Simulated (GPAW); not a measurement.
# The N K excitation threshold of BN (Qingsongite, F-43m) under uniform strain

For each volume the threshold was computed as E(hole) − E(ground) plus the lowest empty eigenvalue of the hole cell (GPAW, LDA, 16-atom cell, total energies on 4×4×4 k points, the eigenvalue on 6×6×6, hole spin-paired). The values are raw, 8 eV above the value with the free atom's term for the hole's spin taken off; only their change is used. The threshold is the spectrum's zero, where absorption may be weak, not the visible edge.

| volume | ln(V/V₀) | threshold (eV) |
| --- | --- | --- |
| V × 0.94 | -0.06188 | 404.703 |
| V × 0.97 | -0.03046 | ? |
| V × 1 | +0.00000 | 404.642 |
| V × 1.03 | +0.02956 | 404.618 |
| V × 1.06 | +0.05827 | 404.598 |

Q: Fit a straight line in ln(V/V₀), give its slope, and predict the threshold at V × 0.97.

The means of the given rows are x̄ = +0.00649 and Ē = 404.640 eV. Σ(x − x̄)(E − Ē) = -0.007003 and Σ(x − x̄)² = 0.00793, so the slope is -0.88 eV, and the line passes the given rows within 0.004 eV. At x = -0.03046 it gives 404.640 + (-0.88) × (-0.03695) = 404.673 eV. The run gives 404.677 eV, a miss of -0.004 eV over a total move of -0.105 eV. The slope is the clamped-ion volume deformation potential of the lowest empty level of the hole cell on this mesh (the hole may pull it below the band edge) against the N 1s level, with the hole's relaxation included: the threshold falls by 0.009 eV for 1 % of expansion. The charged cell's image error also scales with the cell's size and isn't taken out.

[Hosts, paths, dates, database ids (printed as entryN), source tags and the programs' standing remarks are cut or masked in the printed files.]

[Lists of maxima count a maximum above −3 eV only where it reaches 4 % of the highest in the window and stands out from its surroundings by 2 % of it (1.5 % where it reaches 55 %); shoulders and weaker maxima are passed over, and of the rest the first, up to two pre-edge ones and the few strongest are named.]
